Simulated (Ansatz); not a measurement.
# Pt(111) with 4 thermally displaced layers, 2x2: scattering by thermal displacements, part 2 of 2

Aim: the resistivity of Pt at 80 K from frozen thermal displacements between perfect leads.

Ansatz 0.2.0; Ansatz plane-wave DFT, PBE, PAW files; ballistic transport by layer matching (Landauer), zero bias; PAW set soft_1.

So far, open channels per spin nearest the Fermi level: step 2 (with 4 displaced layers) 6.89.

## Step 3: With 8 displaced layers

Each atom of 8 layers is moved at random, by amounts drawn from a normal law 0.0357 Å wide in each direction from the Debye model (240 K) at 80 K. A fresh draw is used; the growth of the resistance with length is what counts.

System of this step: Pt(111) with 8 thermally displaced layers, 2x2. The cell holds 56 atoms: 56 Pt. Its edges and angles: a = 5.546 Å, b = 5.546 Å, c = 31.740 Å, α = 87.5°, β = 92.5°, γ = 120.0°. It derives from Pt. Regions: lead, 24 atoms (24 Pt); scattering region, 32 atoms (32 Pt). The structure is stacked along c, and the current runs across the ab planes.

input.yaml reads:

```yaml
crystal:
  lattice:
    - [5.5462627489, 0.0, 0.0]
    - [-2.7731313745, 4.8032044366, 0.0]
    - [-1.3865656872, 0.8005340728, 31.6995319999]
  atoms:
    - { symbol: Pt, position: [0.005952381, 0.994047619, 0.0357142857] }
    - { symbol: Pt, position: [0.005952381, 0.494047619, 0.0357142857] }
    - { symbol: Pt, position: [0.505952381, 0.994047619, 0.0357142857] }
    - { symbol: Pt, position: [0.505952381, 0.494047619, 0.0357142857] }
    - { symbol: Pt, position: [0.1845238095, 0.3154761905, 0.1071428571] }
    - { symbol: Pt, position: [0.1845238095, 0.8154761905, 0.1071428571] }
    - { symbol: Pt, position: [0.6845238095, 0.3154761905, 0.1071428571] }
    - { symbol: Pt, position: [0.6845238095, 0.8154761905, 0.1071428571] }
    - { symbol: Pt, position: [0.3630952381, 0.1369047619, 0.1785714286] }
    - { symbol: Pt, position: [0.3630952381, 0.6369047619, 0.1785714286] }
    - { symbol: Pt, position: [0.8630952381, 0.1369047619, 0.1785714286] }
    - { symbol: Pt, position: [0.8630952381, 0.6369047619, 0.1785714286] }
    - { symbol: Pt, position: [0.0414068787, 0.9625039176, 0.249571866] }
    - { symbol: Pt, position: [0.0480311151, 0.4657168624, 0.2493871427] }
    - { symbol: Pt, position: [0.5558239685, 0.9701864095, 0.2512153738] }
    - { symbol: Pt, position: [0.5536691551, 0.4660631093, 0.2525393801] }
    - { symbol: Pt, position: [0.2215555523, 0.2796641793, 0.322107876] }
    - { symbol: Pt, position: [0.2084531985, 0.768381982, 0.3204351296] }
    - { symbol: Pt, position: [0.7241063167, 0.2835667443, 0.3196981074] }
    - { symbol: Pt, position: [0.7069028349, 0.7774471728, 0.3212167556] }
    - { symbol: Pt, position: [0.4012187479, 0.1059503492, 0.3942412293] }
    - { symbol: Pt, position: [0.4023675293, 0.6059504461, 0.3916235721] }
    - { symbol: Pt, position: [0.8922397602, 0.1028217744, 0.3936057803] }
    - { symbol: Pt, position: [0.9058350445, 0.6054493995, 0.39374039] }
    - { symbol: Pt, position: [0.0759440509, 0.9097320465, 0.4634587932] }
    - { symbol: Pt, position: [0.0822448947, 0.4273382474, 0.4625825824] }
    - { symbol: Pt, position: [0.5832579698, 0.9194006343, 0.4640239247] }
    - { symbol: Pt, position: [0.5816608472, 0.4284604701, 0.4626715357] }
    - { symbol: Pt, position: [0.2624675978, 0.2447668777, 0.5348460868] }
    - { symbol: Pt, position: [0.2459345316, 0.7279208236, 0.5349848463] }
    - { symbol: Pt, position: [0.7544265089, 0.2388384877, 0.5353448313] }
    - { symbol: Pt, position: [0.7553790036, 0.7442156596, 0.5368638708] }
    - { symbol: Pt, position: [0.4334984252, 0.0634426097, 0.6077495554] }
    - { symbol: Pt, position: [0.4467145639, 0.5628321079, 0.6077205206] }
    - { symbol: Pt, position: [0.9294944168, 0.0753541, 0.6078855479] }
    - { symbol: Pt, position: [0.942688536, 0.5652329287, 0.6059682911] }
    - { symbol: Pt, position: [0.1214374886, 0.8926688959, 0.677594847] }
    - { symbol: Pt, position: [0.1052502379, 0.3902755473, 0.6783783827] }
    - { symbol: Pt, position: [0.6275290385, 0.8824380015, 0.6779760871] }
    - { symbol: Pt, position: [0.6060267038, 0.3746945076, 0.6775700133] }
    - { symbol: Pt, position: [0.3016498722, 0.2074709518, 0.7493147469] }
    - { symbol: Pt, position: [0.2857598075, 0.7125247606, 0.7507414677] }
    - { symbol: Pt, position: [0.7919284093, 0.2053828597, 0.75034414] }
    - { symbol: Pt, position: [0.7917093338, 0.7031551697, 0.7507009587] }
    - { symbol: Pt, position: [0.4702380952, 0.0297619048, 0.8214285714] }
    - { symbol: Pt, position: [0.4702380952, 0.5297619048, 0.8214285714] }
    - { symbol: Pt, position: [0.9702380952, 0.0297619048, 0.8214285714] }
    - { symbol: Pt, position: [0.9702380952, 0.5297619048, 0.8214285714] }
    - { symbol: Pt, position: [0.1488095238, 0.8511904762, 0.8928571429] }
    - { symbol: Pt, position: [0.1488095238, 0.3511904762, 0.8928571429] }
    - { symbol: Pt, position: [0.6488095238, 0.8511904762, 0.8928571429] }
    - { symbol: Pt, position: [0.6488095238, 0.3511904762, 0.8928571429] }
    - { symbol: Pt, position: [0.3273809524, 0.1726190476, 0.9642857143] }
    - { symbol: Pt, position: [0.3273809524, 0.6726190476, 0.9642857143] }
    - { symbol: Pt, position: [0.8273809524, 0.1726190476, 0.9642857143] }
    - { symbol: Pt, position: [0.8273809524, 0.6726190476, 0.9642857143] }
kpoints:
  mp_grid: { grid: [5, 5, 1] }
hamiltonian:
  xc: pbe
  pseudopotentials: { kind: paw, azcp: { folder: soft_1 } }
scf:
  occupations: { method: fermi_dirac, width: 0.1 }
output:
  transmission:
    leads: [[0, 4]]
    kmesh: [10, 10]
    e_range: [-0.05, 0.05]
    de: 0.05
  write_potential: true
  write_density: true
  volumetric_format: npy
```

Launch:

```console
ansatz run input.yaml --threads 4 --pin off --max-ram 15360MiB --backend cpu --events-out ev --progress --plain --runs-dir out
```

Numbers of over 12 decimals in the logs are rounded to 6 here.

Log:

```text
[...]
Crystal: 56 atoms, lattice volume = 844.470 Å³
Basis set: ecut = 420 eV, 16521 PW (Γ)
Bands: 605, of which v1, the nominal top of the filled ones, is band 504 counted from 1 (503 counted from 0)
Symmetry: 1 space group operations
[...]
k-points: 13 of 25 (time reversal used)
[...]
SCF iter   1: F=—  HF=-701401.538171 eV  |F-HF|=—  |Δ(HF+E_count)|=         —  Δρ=8.56e-2  dr2=5.88e1  ethr=3.10e-3  ⟨swp⟩=4.5  Hψ=23164  notcnv=0  defer=273
[...]
SCF iter   9: F=-701383.134721 eV  HF=-701383.134721 eV  |F-HF|=3.11e-8  |Δ(HF+E_count)|=   1.76e-8  Δρ=7.76e-7  dr2=3.28e-8  ethr=9.92e-12  ⟨swp⟩=8.0  Hψ=24095  notcnv=0
SCF 1 converged in 9 iterations: F = -701383.134721 eV  dr2 = 3.28e-8
[...]
transmission: 300 of 2964 steps passed
transmission: 594 of 2964 steps passed
[...]
transmission: 2964 of 2964 steps passed
SCF converged after 9 iterations
Free energy (F): -701383.134721 eV
[...]
Internal energy: -701380.036843 eV  (E = F + TS)
E sigma→0 (E₀):  -701381.585782 eV
Entropy (-TS):   -3.097878 eV (-55.319 meV/atom)
Fermi energy:    23.425991 eV
[...]
--- Band table (eV; the first three rows and the last of 13) ---
  k-point 0: bands = [... 500 lower, 23.6174, 23.6266, 23.6347, 23.6431, 23.6502, 23.6761, 23.6827, 23.7111, ... 97 higher]
  k-point 1: bands = [... 500 lower, 23.4117, 23.4195, 23.4395, 23.4524, 23.4610, 23.4684, 23.4891, 23.5060, ... 97 higher]
  k-point 2: bands = [... 500 lower, 23.4465, 23.4557, 23.4616, 23.4670, 23.4769, 23.5169, 23.5300, 23.5353, ... 97 higher]
  k-point 12: bands = [... 500 lower, 23.3022, 23.3320, 23.3564, 23.3950, 23.4073, 23.4230, 23.4516, 23.4855, ... 97 higher]
--- Transmission ---
  basis      : 241 plane waves across, 57 finite elements along
  points     : 52, standing for a mesh of 10 x 10
[...]
channels       : 6.890000e0 a spin
[...]
junction   : crystal 0 to crystal 0, 0.70 to 30.13 Å
    transmission   : 6.069118e0 a spin
[...]
```

It took 16 min on 4 threads of Arm Neoverse V1, shared host; peak memory 9.6 GiB; 62 min of CPU time.

This step gave:

```yaml
free_energy: -701383.1347 eV
energy_at_zero_smearing: -701381.5858 eV
transmission_per_spin_nearest_the_fermi_level: 6.069
step_of_the_lead_s_potential: 2.6 meV
```

Per spin. The transmission, zone mean by energy, zero at the Fermi level:

```tsv
energy (eV)	transmission, zone mean
-0.0500	6.28
0.0000	6.07
0.0500	5.68
```

Over the solved energies the transmission per spin lies between 5.68 and 6.28, out of 6.75 channels of the lead on average (up to 7.14).

## Step 4: With 12 displaced layers

Each atom of 12 layers is moved at random, by amounts drawn from a normal law 0.0357 Å wide in each direction from the Debye model (240 K) at 80 K. A fresh draw is used; the growth of the resistance with length is what counts.

System of this step: Pt(111) with 12 thermally displaced layers, 2x2. The cell holds 72 atoms: 72 Pt. Its edges and angles: a = 5.546 Å, b = 5.546 Å, c = 40.757 Å, α = 90.0°, β = 90.0°, γ = 120.0°. It derives from Pt. Regions: lead, 24 atoms (24 Pt); scattering region, 48 atoms (48 Pt). The structure is stacked along c, and the current runs across the ab planes.

input.yaml reads:

```yaml
crystal:
  lattice:
    - [5.5462627489, 0.0, 0.0]
    - [-2.7731313745, 4.8032044366, 0.0]
    - [0.0, 0.0, 40.7565411427]
  atoms:
    - { symbol: Pt, position: [0.0, 0.0, 0.0277777778] }
    - { symbol: Pt, position: [0.0, 0.5, 0.0277777778] }
    - { symbol: Pt, position: [0.5, 0.0, 0.0277777778] }
    - { symbol: Pt, position: [0.5, 0.5, 0.0277777778] }
    - { symbol: Pt, position: [0.1666666667, 0.3333333333, 0.0833333333] }
    - { symbol: Pt, position: [0.1666666667, 0.8333333333, 0.0833333333] }
    - { symbol: Pt, position: [0.6666666667, 0.3333333333, 0.0833333333] }
    - { symbol: Pt, position: [0.6666666667, 0.8333333333, 0.0833333333] }
    - { symbol: Pt, position: [0.3333333333, 0.1666666667, 0.1388888889] }
    - { symbol: Pt, position: [0.3333333333, 0.6666666667, 0.1388888889] }
    - { symbol: Pt, position: [0.8333333333, 0.1666666667, 0.1388888889] }
    - { symbol: Pt, position: [0.8333333333, 0.6666666667, 0.1388888889] }
    - { symbol: Pt, position: [0.9815912654, 0.9904180633, 0.1941781999] }
    - { symbol: Pt, position: [0.9949742244, 0.491345391, 0.1947324191] }
    - { symbol: Pt, position: [0.5084719737, 0.0033528636, 0.1946411417] }
    - { symbol: Pt, position: [0.5068350693, 0.5030064466, 0.1934436669] }
    - { symbol: Pt, position: [0.1701621736, 0.3429323822, 0.2490035137] }
    - { symbol: Pt, position: [0.1656214369, 0.830440792, 0.2492133039] }
    - { symbol: Pt, position: [0.6605303465, 0.3340842714, 0.25027626] }
    - { symbol: Pt, position: [0.6632814342, 0.8225842041, 0.2497470505] }
    - { symbol: Pt, position: [0.3390779626, 0.1737047355, 0.3061447017] }
    - { symbol: Pt, position: [0.3427647178, 0.6748222022, 0.3062773466] }
    - { symbol: Pt, position: [0.8283011219, 0.1670981113, 0.3049308154] }
    - { symbol: Pt, position: [0.8117549886, 0.6541718228, 0.3073855382] }
    - { symbol: Pt, position: [0.9844740188, 0.9833333857, 0.3605987574] }
    - { symbol: Pt, position: [0.0096198973, 0.4996658081, 0.3614686097] }
    - { symbol: Pt, position: [0.497950473, 0.9993813193, 0.3622207492] }
    - { symbol: Pt, position: [0.5048036837, 0.4993588514, 0.3618922086] }
    - { symbol: Pt, position: [0.1727690463, 0.3317041688, 0.4169031838] }
    - { symbol: Pt, position: [0.1658187316, 0.828365572, 0.4176748866] }
    - { symbol: Pt, position: [0.6632888549, 0.3287285252, 0.4151985973] }
    - { symbol: Pt, position: [0.664190142, 0.8446725263, 0.415667922] }
    - { symbol: Pt, position: [0.3347340394, 0.1639374964, 0.4726701674] }
    - { symbol: Pt, position: [0.3343254212, 0.660896175, 0.471966536] }
    - { symbol: Pt, position: [0.8343986898, 0.1675181542, 0.4721972464] }
    - { symbol: Pt, position: [0.8336559995, 0.6713453621, 0.4733760605] }
    - { symbol: Pt, position: [0.0007286384, 0.9944981933, 0.5281246459] }
    - { symbol: Pt, position: [0.0021091145, 0.5034315038, 0.5293939398] }
    - { symbol: Pt, position: [0.4985799095, 0.9999145004, 0.5270010537] }
    - { symbol: Pt, position: [0.4960244896, 0.4957692365, 0.5291792992] }
    - { symbol: Pt, position: [0.1664978572, 0.329081997, 0.5850236314] }
    - { symbol: Pt, position: [0.1613177438, 0.8397354974, 0.584223607] }
    - { symbol: Pt, position: [0.6693908547, 0.3313920658, 0.5832199778] }
    - { symbol: Pt, position: [0.6673772841, 0.8391765949, 0.5812930967] }
    - { symbol: Pt, position: [0.330606909, 0.1677961397, 0.638379763] }
    - { symbol: Pt, position: [0.3207299225, 0.6648616056, 0.6382273302] }
    - { symbol: Pt, position: [0.8436788966, 0.1770542288, 0.638949669] }
    - { symbol: Pt, position: [0.8201530551, 0.6652082834, 0.6380793133] }
    - { symbol: Pt, position: [0.0106772285, 0.0125734036, 0.6947225242] }
    - { symbol: Pt, position: [0.0187312761, 0.5112584076, 0.6950546343] }
    - { symbol: Pt, position: [0.4952384684, 0.0015527628, 0.6932712571] }
    - { symbol: Pt, position: [0.5082966097, 0.5017746128, 0.6957575162] }
    - { symbol: Pt, position: [0.1626659217, 0.3199212825, 0.7506900376] }
    - { symbol: Pt, position: [0.1803081133, 0.8467820811, 0.7492765592] }
    - { symbol: Pt, position: [0.6624609206, 0.3349085498, 0.7492040916] }
    - { symbol: Pt, position: [0.6551967449, 0.8262522382, 0.7523913211] }
    - { symbol: Pt, position: [0.32680663, 0.1600432485, 0.8052648878] }
    - { symbol: Pt, position: [0.3392514413, 0.6770535296, 0.8064754696] }
    - { symbol: Pt, position: [0.8396236945, 0.1677606181, 0.8057825165] }
    - { symbol: Pt, position: [0.8246622843, 0.6562282089, 0.8074297178] }
    - { symbol: Pt, position: [0.0, 0.0, 0.8611111111] }
    - { symbol: Pt, position: [0.0, 0.5, 0.8611111111] }
    - { symbol: Pt, position: [0.5, 0.0, 0.8611111111] }
    - { symbol: Pt, position: [0.5, 0.5, 0.8611111111] }
    - { symbol: Pt, position: [0.1666666667, 0.3333333333, 0.9166666667] }
    - { symbol: Pt, position: [0.1666666667, 0.8333333333, 0.9166666667] }
    - { symbol: Pt, position: [0.6666666667, 0.3333333333, 0.9166666667] }
    - { symbol: Pt, position: [0.6666666667, 0.8333333333, 0.9166666667] }
    - { symbol: Pt, position: [0.3333333333, 0.1666666667, 0.9722222222] }
    - { symbol: Pt, position: [0.3333333333, 0.6666666667, 0.9722222222] }
    - { symbol: Pt, position: [0.8333333333, 0.1666666667, 0.9722222222] }
    - { symbol: Pt, position: [0.8333333333, 0.6666666667, 0.9722222222] }
kpoints:
  mp_grid: { grid: [5, 5, 1] }
hamiltonian:
  xc: pbe
  pseudopotentials: { kind: paw, azcp: { folder: soft_1 } }
scf:
  occupations: { method: fermi_dirac, width: 0.1 }
output:
  transmission:
    leads: [[0, 4]]
    kmesh: [10, 10]
    e_range: [-0.05, 0.05]
    de: 0.05
  write_potential: true
  write_density: true
  volumetric_format: npy
```

Log:

```text
[...]
Crystal: 72 atoms, lattice volume = 1085.747 Å³
Basis set: ecut = 420 eV, 21305 PW (Γ)
Bands: 778, of which v1, the nominal top of the filled ones, is band 648 counted from 1 (647 counted from 0)
Symmetry: 1 space group operations
[...]
k-points: 13 of 25 (time reversal used)
[...]
SCF iter   1: F=—  HF=-901801.613614 eV  |F-HF|=—  |Δ(HF+E_count)|=         —  Δρ=8.57e-2  dr2=7.57e1  ethr=3.10e-3  ⟨swp⟩=4.8  Hψ=30071  notcnv=0  defer=383
[...]
SCF iter   9: F=-901777.886538 eV  HF=-901777.886538 eV  |F-HF|=2.37e-8  |Δ(HF+E_count)|=   1.46e-8  Δρ=8.38e-7  dr2=2.71e-8  ethr=7.72e-12  ⟨swp⟩=8.0  Hψ=30606  notcnv=0
SCF 1 converged in 9 iterations: F = -901777.886538 eV  dr2 = 2.71e-8
[...]
transmission: 381 of 3796 steps passed
transmission: 761 of 3796 steps passed
[...]
transmission: 3796 of 3796 steps passed
SCF converged after 9 iterations
Free energy (F): -901777.886538 eV
[...]
Internal energy: -901773.851212 eV  (E = F + TS)
E sigma→0 (E₀):  -901775.868875 eV
Entropy (-TS):   -4.035325 eV (-56.046 meV/atom)
Fermi energy:    23.425368 eV
[...]
--- Band table (eV; the first three rows and the last of 13) ---
  k-point 0: bands = [... 644 lower, 23.6059, 23.6365, 23.6418, 23.6480, 23.6492, 23.6565, 23.6620, 23.7023, ... 126 higher]
  k-point 1: bands = [... 644 lower, 23.4123, 23.4190, 23.4270, 23.4368, 23.4561, 23.4666, 23.4781, 23.4871, ... 126 higher]
  k-point 2: bands = [... 644 lower, 23.4294, 23.4470, 23.4784, 23.5084, 23.5121, 23.5223, 23.5262, 23.5293, ... 126 higher]
  k-point 12: bands = [... 644 lower, 23.3233, 23.3393, 23.4163, 23.4197, 23.4226, 23.4340, 23.4351, 23.4442, ... 126 higher]
--- Transmission ---
  basis      : 241 plane waves across, 73 finite elements along
  points     : 52, standing for a mesh of 10 x 10
[...]
channels       : 6.890000e0 a spin
[...]
junction   : crystal 0 to crystal 0, 0.70 to 39.19 Å
    transmission   : 5.598925e0 a spin
[...]
```

Elapsed: 28 min, on 4 threads; peak memory 8.4 GiB; 1.8 h of CPU time.

Numbers from this step:

- free energy: -901777.8865 eV
- energy at zero smearing: -901775.8689 eV
- transmission per spin nearest the Fermi level: 5.599
- step of the lead's potential: 7.3 meV

Per spin. Table of transmission, zone mean by energy, zero at the Fermi level:

```tsv
energy (eV)	transmission, zone mean
-0.0500	5.79
0.0000	5.60
0.0500	5.35
```

Over the solved energies the transmission per spin lies between 5.35 and 5.79, out of 6.71 channels of the lead on average (up to 7.04).

## Step 5: The fit

This step: Ansatz plane-wave DFT, PBE, PAW files; ballistic transport by layer matching (Landauer), zero bias; resistivity from the slope of the area resistance; PAW set soft_1 (Ansatz 0.2.0).

Numbers from this step:

```yaml
resistivity: 4.066 µΩ cm
intercept: -0.008086 fΩ m²
scatter_about_the_fit: 0.002303 fΩ m²
```

Resistance, by row:

```tsv
run	length (Å)	T	channels N	RA (fΩ m²)
n4	9.057	6.373	6.753	0.03037
n8	18.11	6.012	6.747	0.06231
n12	27.17	5.58	6.713	0.104
```

Table of area resistance by length of the displaced region:

```tsv
length of the displaced region (Å)	area resistance (fΩ m²)
9.06	0.0304
18.11	0.0623
27.17	0.104
```

The area resistance goes from 0.030 to 0.10 fΩ m² between 9.1 and 27.2 Å, a slope of 4.1 µΩ cm.

By hand from the end points: (0.1040 − 0.03037) fΩ m² / (27.17 − 9.06) Å = 4.1 µΩ cm, since 1 fΩ m² per Å is 1000 µΩ cm.

## Step 6: Outcome

```yaml
resistivity_from_the_slope: 4.07 µΩ cm
area_resistance_over_9p06_a: 0.0304 fΩ m²
area_resistance_over_18p1_a: 0.0623 fΩ m²
area_resistance_over_27p2_a: 0.104 fΩ m²
```

**Reading.** The slope gives 4.1 µΩ cm. The points scatter by 0.0023 fΩ m² about the line, with one random draw a length in a 2x2 cell, so the slope is a rough value. The mean square of the displacements drawn is 0.78, 0.91 and 1.0 of the nominal one at the three lengths; with each resistance scaled back by that, the slope is 3.5 µΩ cm, the value used below. Read with a model of isotropic scattering on a spherical Fermi surface and the lead's 2.0×10¹⁵ S/m², this slope means a mean free path near 127 Å; over these lengths the model's slope is 1.14 times its bulk resistivity, which would be 3.0 µΩ cm. This far under the Debye temperature the model doesn't describe a real metal: frozen displacements count zero-point motion as scattering and turn electrons through all angles, while in the metal the short-wave phonons freeze out. The measured value is 1.922 µΩ cm (CRC Handbook of Chemistry and Physics, 84th ed., 2003, Electrical Resistivity of Pure Metals); the scaled slope is 1.8 times that and the corrected value 1.6: clearly high. Spin-orbit coupling is left out, which matters for Pt.

[Logs are printed without paths, hosts, clocks, repeated set-up lines and the standing remarks that a program may print on its own settings, such as how far it seeks lower states.]

[Hosts, paths, dates, database ids (printed as entryN), source tags and the programs' standing remarks are cut or masked in the printed files.]
